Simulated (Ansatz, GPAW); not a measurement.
# A 11-layer slab of Li(111): work function by functional and basis, part 2 of 3

How far do functional and basis move the work function of a 11-layer slab of Li(111)?

GPAW 26.7.0 and Ansatz 0.2.0; Ansatz plane waves; slab in vacuum with a dipole correction, relaxation; PAW set soft_1 (the session's first sound run).

So far, upper work function (eV): step 2 (relaxation) 2.82.

## Step 3: Plane waves, PBE

The work function is the vacuum plateau of the electrostatic potential less the Fermi level; a dipole layer lets the two faces have plateaus of their own.

This step: GPAW, PAW setups; slab in vacuum (GPAW 26.7.0).

run.py reads:

```python
import json
import numpy as np
from ase import Atoms
from gpaw import GPAW, PW

slab = Atoms(
    ['Li', 'Li', 'Li', 'Li', 'Li', 'Li', 'Li', 'Li', 'Li', 'Li', 'Li'],
    positions=[
        [4.93561, 2.84957, 9.00000],
        [0.00000, 0.00000, 10.00748],
        [2.46780, 1.42479, 11.01495],
        [4.93561, 2.84957, 12.02243],
        [0.00000, 0.00000, 13.02990],
        [2.46780, 1.42479, 14.05820],
        [4.93561, 2.84957, 14.91230],
        [-0.00000, -0.00000, 16.04430],
        [2.46780, 1.42479, 17.09532],
        [4.93561, 2.84957, 17.76655],
        [-0.00000, -0.00000, 18.93781]],
    cell=[[4.93561, 0.0, 0.0], [2.4678, 4.27436, 0.0], [0.0, 0.0, 28.07476]],
    pbc=[True, True, False])

slab.calc = GPAW(mode=PW(400), xc='PBE', kpts={'size': (8, 8, 1), 'gamma': True},
                 occupations={'name': 'fermi-dirac', 'width': 0.1}, nbands='300%',
                 convergence={'density': 1e-05}, maxiter=200,
                 poissonsolver={'dipolelayer': 'xy'},
                 symmetry={'tolerance': 1e-3}, txt='slab.txt')
result = {}
energy = slab.get_potential_energy()
fermi = slab.calc.get_fermi_level()
v = slab.calc.get_electrostatic_potential().mean((0, 1)) - fermi
n = slab.calc.get_pseudo_density().mean((0, 1))
L = slab.cell[2, 2]
z = np.arange(len(v)) * L / len(v)
low, high = slab.positions[:, 2].min(), slab.positions[:, 2].max()
below, above = np.interp([low - 6.8, high + 6.8], z, v)
slopes = [np.interp(x, z, np.gradient(v, z)) for x in (low - 6.8, high + 6.8)]
eps = np.array([[slab.calc.get_eigenvalues(k, s) for k in range(len(slab.calc.get_ibz_k_points()))]
                for s in range(slab.calc.get_number_of_spins())]) - fermi
top, bottom = eps[eps < 0].max(), eps[eps > 0].min()
dipole = slab.get_dipole_moment()[2]
print(f'energy {energy:.4f} eV, Fermi level {fermi:.4f} eV, dipole {dipole:.5f} e A')
print(f'potential 6.8 A off the faces, from the Fermi level: lower {below:.4f} eV, upper {above:.4f} eV')
print(f'slope of the potential there: lower {slopes[0]:.5f}, upper {slopes[1]:.5f} eV/A')
print(f'nearest levels on the mesh: {top:.4f} and {bottom:.4f} eV')
print('magnetic moment', round(slab.get_magnetic_moment(), 3))
result.update(energy=energy, fermi=fermi, dipole=dipole, below=below, above=above, slopes=slopes, edges=[top, bottom],
              z=z.tolist(), v=v.tolist(), n=n.tolist(), positions=slab.positions.tolist(),
              forces=slab.get_forces(apply_constraint=False).tolist(), moments=slab.get_magnetic_moments().tolist())
json.dump(result, open('result.json', 'w'))
```

Command:

```console
OMP_NUM_THREADS=1 OPENBLAS_NUM_THREADS=1 python run.py
```

The log of the run:

```text
energy -19.4759 eV, Fermi level -1.5509 eV, dipole 0.00563 e A
potential 6.8 A off the faces, from the Fermi level: lower 2.8622 eV, upper 2.8159 eV
slope of the potential there: lower -0.00007, upper 0.00007 eV/A
nearest levels on the mesh: -0.0129 and 0.0300 eV
magnetic moment 0.0
```

It took 60 s on 1 thread of Intel Xeon Platinum 8488C (Sapphire Rapids), shared host; peak memory 0.3 GiB.

Numbers from this step:

```yaml
dipole_along_the_normal: 0.005634 e·Å
levels_nearest_the_fermi_level_on_the_mesh: -0.01287, 0.03004 eV from the Fermi level
upper_work_function: 2.816 eV
lower_work_function: 2.862 eV
```

The electrostatic potential energy of an electron (without an applied field's), less the Fermi level, planar mean oscillates, so the rows of the table below give means over windows of 1 Å about each position, cut where the curve ends. Its maxima inside the range that stand out by 2 % of the span (Å: eV): 9.5: -0.276, 10.5: -0.103, 11.5: -0.0648, 12.6: -0.0156, 13.5: -0.0567, 15.5: 0.319, 16.4: -0.0277, 18.4: 0.0671. Its minima: 9.2: -0.446, 10.0: -0.530, 11.0: -0.406, 12.1: -0.370, 13.0: -0.334, 14.1: -0.630, 16.1: -0.181, 17.4: -1.06, 18.8: -0.209.

Electrostatic potential energy of an electron (without an applied field's), less the Fermi level, planar mean against z; means over each step:

```
z (Å)  electrostatic potential energy of an electron (without an applied field's), less the Fermi level, planar mean (eV)
    0                                                                                                                2.85
    1                                                                                                                2.86
    2                                                                                                                2.86
    3                                                                                                                2.86
    4                                                                                                                2.86
    5                                                                                                                2.86
    6                                                                                                                2.83
    7                                                                                                                2.68
    8                                                                                                                1.86
    9                                                                                                              -0.101
   10                                                                                                              -0.359
   11                                                                                                              -0.243
   12                                                                                                              -0.209
   13                                                                                                              -0.179
   14                                                                                                              -0.423
   15                                                                                                              -0.225
   16                                                                                                             0.00376
   17                                                                                                              -0.666
   18                                                                                                              -0.484
   19                                                                                                               0.176
   20                                                                                                                1.98
   21                                                                                                                2.67
   22                                                                                                                2.79
   23                                                                                                                2.81
   24                                                                                                                2.82
   25                                                                                                                2.82
   26                                                                                                                2.82
   27                                                                                                                2.82
```

The pseudo valence density, planar mean oscillates, so the rows of the table below give means over windows of 1 Å about each position, cut where the curve ends. Its maxima inside the range that stand out by 2 % of the span (Å: e/Å³): 9.6: 0.0462, 10.6: 0.0520, 11.4: 0.0505, 12.5: 0.0516, 13.5: 0.0528, 14.6: 0.0501, 15.4: 0.0513, 16.6: 0.0538, 17.5: 0.0522, 18.1: 0.0496. Its minima: 10.0: 0.0426, 11.0: 0.0429, 12.1: 0.0423, 13.1: 0.0444, 14.1: 0.0442, 15.0: 0.0430, 16.0: 0.0433, 17.1: 0.0474, 17.9: 0.0472.

The pseudo valence density, planar mean by z; means over each step:

z (Å), pseudo valence density, planar mean (e/Å³) and a bar:
```
        3     0.0000 
        4     0.0000 
        5     0.0001 
        6     0.0006 
        7     0.0031 ##
        8     0.0132 ########
        9     0.0304 ##################
       10     0.0462 ###########################
       11     0.0476 ############################
       12     0.0468 ############################
       13     0.0483 #############################
       14     0.0480 ############################
       15     0.0472 ############################
       16     0.0479 ############################
       17     0.0507 ##############################
       18     0.0484 #############################
       19     0.0284 #################
       20     0.0115 #######
       21     0.0026 ##
       22     0.0005 
       23     0.0001 
       24     0.0000 
       25     0.0000
```

Force by atom:

```
atom  x (eV/Å)  y (eV/Å)  z (eV/Å)   size
 Li1     0.000     0.000     0.058  0.058
 Li2     0.000     0.000     0.178  0.178
 Li3     0.000     0.000    -0.084  0.084
 Li4     0.000     0.000    -0.154  0.154
 Li5     0.000     0.000    -0.005  0.005
 Li6     0.000     0.000    -0.007  0.007
 Li7     0.000     0.000     0.016  0.016
 Li8     0.000     0.000    -0.010  0.010
 Li9     0.000     0.000     0.005  0.005
Li10     0.000     0.000    -0.005  0.005
Li11     0.000     0.000     0.007  0.007
```

The potential is flat to 7.4e-5 eV/Å where it is read, so the vacuum is wide enough. The geometry is the other program's minimum; here the largest force on a free atom is 0.016 eV/Å.

## Step 4: Self-consistent run: xc = "RPBE"

The same geometry under RPBE, to see how far the functional moves the levels against the vacuum.

run.py: that of step 3 with these lines changed.

```diff
@@ -22,3 +22,3 @@
 
-slab.calc = GPAW(mode=PW(400), xc='PBE', kpts={'size': (8, 8, 1), 'gamma': True},
+slab.calc = GPAW(mode=PW(400), xc='RPBE', kpts={'size': (8, 8, 1), 'gamma': True},
                  occupations={'name': 'fermi-dirac', 'width': 0.1}, nbands='300%',
```

The log of the run:

```text
energy -18.4079 eV, Fermi level -1.5002 eV, dipole 0.00566 e A
potential 6.8 A off the faces, from the Fermi level: lower 2.8153 eV, upper 2.7688 eV
slope of the potential there: lower -0.00007, upper 0.00008 eV/A
nearest levels on the mesh: -0.0120 and 0.0308 eV
magnetic moment 0.0
```

It took 57 s on 1 thread; peak memory 0.29 GiB.

Numbers from this step:

```yaml
dipole_along_the_normal: 0.005657 e·Å
levels_nearest_the_fermi_level_on_the_mesh: -0.01201, 0.03076 eV from the Fermi level
upper_work_function: 2.769 eV
lower_work_function: 2.815 eV
```

The electrostatic potential energy of an electron (without an applied field's), less the Fermi level, planar mean oscillates, so the rows of the table below give means over windows of 1 Å about each position, cut where the curve ends. Its maxima inside the range that stand out by 2 % of the span (Å: eV): 9.5: -0.319, 10.5: -0.166, 11.5: -0.131, 12.6: -0.0814, 13.5: -0.125, 15.5: 0.254, 16.4: -0.0969, 18.4: 0.0218. Its minima: 9.2: -0.480, 10.0: -0.585, 11.0: -0.472, 12.1: -0.435, 13.0: -0.400, 14.1: -0.699, 16.1: -0.247, 17.4: -1.13, 18.8: -0.242.

Electrostatic potential energy of an electron (without an applied field's), less the Fermi level, planar mean against z; means over each step:

```csv
z (Å),"electrostatic potential energy of an electron (without an applied field's), less the Fermi level, planar mean (eV)"
0,2.81
1,2.82
2,2.82
3,2.82
4,2.81
5,2.81
6,2.79
7,2.64
8,1.83
9,-0.134
10,-0.414
11,-0.308
12,-0.274
13,-0.246
14,-0.492
15,-0.291
16,-0.0627
17,-0.736
18,-0.540
19,0.145
20,1.95
21,2.62
22,2.74
23,2.76
24,2.77
25,2.77
26,2.77
27,2.77
```

The pseudo valence density, planar mean oscillates, so the rows of the table below give means over windows of 1 Å about each position, cut where the curve ends. Its maxima inside the range that stand out by 2 % of the span (Å: e/Å³): 9.6: 0.0461, 10.6: 0.0519, 11.4: 0.0504, 12.5: 0.0516, 13.5: 0.0527, 14.6: 0.0501, 15.4: 0.0513, 16.6: 0.0537, 17.5: 0.0521, 18.1: 0.0495. Its minima: 10.0: 0.0425, 11.0: 0.0429, 12.1: 0.0424, 13.1: 0.0444, 14.1: 0.0442, 15.0: 0.0430, 16.0: 0.0434, 17.1: 0.0473, 17.9: 0.0471.

Table of pseudo valence density, planar mean by z; means over each step:

```
z (Å)  pseudo valence density, planar mean (e/Å³)
    3                                      2.0e-6
    4                                      1.4e-5
    5                                      9.2e-5
    6                                      5.5e-4
    7                                     0.00302
    8                                      0.0133
    9                                      0.0305
   10                                      0.0461
   11                                      0.0475
   12                                      0.0469
   13                                      0.0483
   14                                      0.0480
   15                                      0.0473
   16                                      0.0479
   17                                      0.0505
   18                                      0.0483
   19                                      0.0286
   20                                      0.0115
   21                                     0.00254
   22                                      4.6e-4
   23                                      7.6e-5
   24                                      1.1e-5
   25                                      1.7e-6
```

Force by atom:

```csv
atom,x (eV/Å),y (eV/Å),z (eV/Å),size
Li1,0.000,0.000,0.029,0.029
Li2,0.000,0.000,0.154,0.154
Li3,0.000,0.000,-0.096,0.096
Li4,0.000,0.000,-0.155,0.155
Li5,0.000,0.000,-0.006,0.006
Li6,0.000,0.000,-0.006,0.006
Li7,0.000,0.000,0.016,0.016
Li8,0.000,0.000,-0.017,0.017
Li9,0.000,0.000,0.018,0.018
Li10,0.000,0.000,0.022,0.022
Li11,0.000,0.000,0.040,0.040
```

The upper face's work function is 2.769 eV, against 2.816 eV in the first plane-wave PBE run at this geometry.

## Step 5: OptPBE vdW: xc = "optPBE-vdW"

The same geometry under optPBE-vdW, to see how far the functional moves the levels against the vacuum (the van der Waals functionals take revPBE setups).

run.py: that of step 4 with these lines changed.

```diff
@@ -22,3 +22,3 @@
 
-slab.calc = GPAW(mode=PW(400), xc='RPBE', kpts={'size': (8, 8, 1), 'gamma': True},
+slab.calc = GPAW(mode=PW(400), xc='optPBE-vdW', kpts={'size': (8, 8, 1), 'gamma': True},
                  occupations={'name': 'fermi-dirac', 'width': 0.1}, nbands='300%',
```

The log of the run:

```text
energy -33.1701 eV, Fermi level -1.6051 eV, dipole 0.00518 e A
potential 6.8 A off the faces, from the Fermi level: lower 2.9773 eV, upper 2.9349 eV
slope of the potential there: lower -0.00011, upper 0.00012 eV/A
nearest levels on the mesh: -0.0141 and 0.0315 eV
magnetic moment 0.0
```

Run time: 2.4 min. Hardware: 1 thread; peak memory 0.68 GiB.

Numbers from this step:

```
dipole along the normal                    : 0.005175 e·Å
levels nearest the Fermi level on the mesh : -0.01409, 0.03151 eV from the Fermi level
upper work function                        : 2.935 eV
lower work function                        : 2.977 eV
```

The upper face's work function is 2.935 eV, against 2.816 eV in the first plane-wave PBE run at this geometry.

## Step 6: Self-consistent run: xc = "revPBE"

The same geometry under revPBE, to see how far the functional moves the levels against the vacuum.

run.py: that of step 5 with these lines changed.

```diff
@@ -22,3 +22,3 @@
 
-slab.calc = GPAW(mode=PW(400), xc='optPBE-vdW', kpts={'size': (8, 8, 1), 'gamma': True},
+slab.calc = GPAW(mode=PW(400), xc='revPBE', kpts={'size': (8, 8, 1), 'gamma': True},
                  occupations={'name': 'fermi-dirac', 'width': 0.1}, nbands='300%',
```

The log of the run:

```text
energy -18.3227 eV, Fermi level -1.4864 eV, dipole 0.00575 e A
potential 6.8 A off the faces, from the Fermi level: lower 2.8004 eV, upper 2.7530 eV
slope of the potential there: lower -0.00007, upper 0.00008 eV/A
nearest levels on the mesh: -0.0120 and 0.0311 eV
magnetic moment 0.0
```

Run time: 63 s. Hardware: 1 thread; peak memory 0.3 GiB.

This step gave:

```
dipole along the normal                    : 0.005753 e·Å
levels nearest the Fermi level on the mesh : -0.01197, 0.03115 eV from the Fermi level
upper work function                        : 2.753 eV
lower work function                        : 2.800 eV
```

The upper face's work function is 2.753 eV, against 2.816 eV in the first plane-wave PBE run at this geometry.

## Step 7: Real-space grid: mode = "fd"

A real-space grid is a second complete basis, so it checks the plane-wave result.

run.py: that of step 6 with these lines changed.

```diff
@@ -3,3 +3,3 @@
 from ase import Atoms
-from gpaw import GPAW, PW
+from gpaw import GPAW
 
@@ -22,3 +22,3 @@
 
-slab.calc = GPAW(mode=PW(400), xc='revPBE', kpts={'size': (8, 8, 1), 'gamma': True},
+slab.calc = GPAW(mode='fd', h=0.18, xc='PBE', kpts={'size': (8, 8, 1), 'gamma': True},
                  occupations={'name': 'fermi-dirac', 'width': 0.1}, nbands='300%',
```

The log of the run:

```text
energy -19.4779 eV, Fermi level -2.8388 eV, dipole 0.00540 e A
potential 6.8 A off the faces, from the Fermi level: lower 2.8619 eV, upper 2.8156 eV
slope of the potential there: lower -0.00003, upper 0.00003 eV/A
nearest levels on the mesh: -0.0129 and 0.0301 eV
magnetic moment 0.0
```

The job ended after 3.7 min (1 thread; peak memory 0.72 GiB).

Numbers from this step:

```yaml
dipole_along_the_normal: 0.005402 e·Å
levels_nearest_the_fermi_level_on_the_mesh: -0.01286, 0.03008 eV from the Fermi level
upper_work_function: 2.816 eV
lower_work_function: 2.862 eV
```

The upper face's work function is 2.816 eV, against 2.816 eV in the first plane-wave PBE run at this geometry.

## Step 8: All levels side by side

Times are for 1 thread of Intel Xeon Platinum 8488C (Sapphire Rapids), shared host. The runs compared:

```
no.         run  upper work function (eV)  lower work function (eV)     time  memory (GiB)
  1          pw                     2.816                     2.862     60 s           0.3
  2        RPBE                     2.769                     2.815     57 s          0.29
  3  optPBE vdW                     2.935                     2.977  2.4 min          0.68
  4      revPBE                     2.753                     2.800     63 s           0.3
  5          fd                     2.816                     2.862  3.7 min          0.72
```

[end of part 2 of 3]

[Logs are printed without paths, hosts, clocks, repeated set-up lines and the standing remarks that a program may print on its own settings, such as how far it seeks lower states.]

[Hosts, paths, dates, database ids (printed as entryN), source tags and the programs' standing remarks are cut or masked in the printed files.]
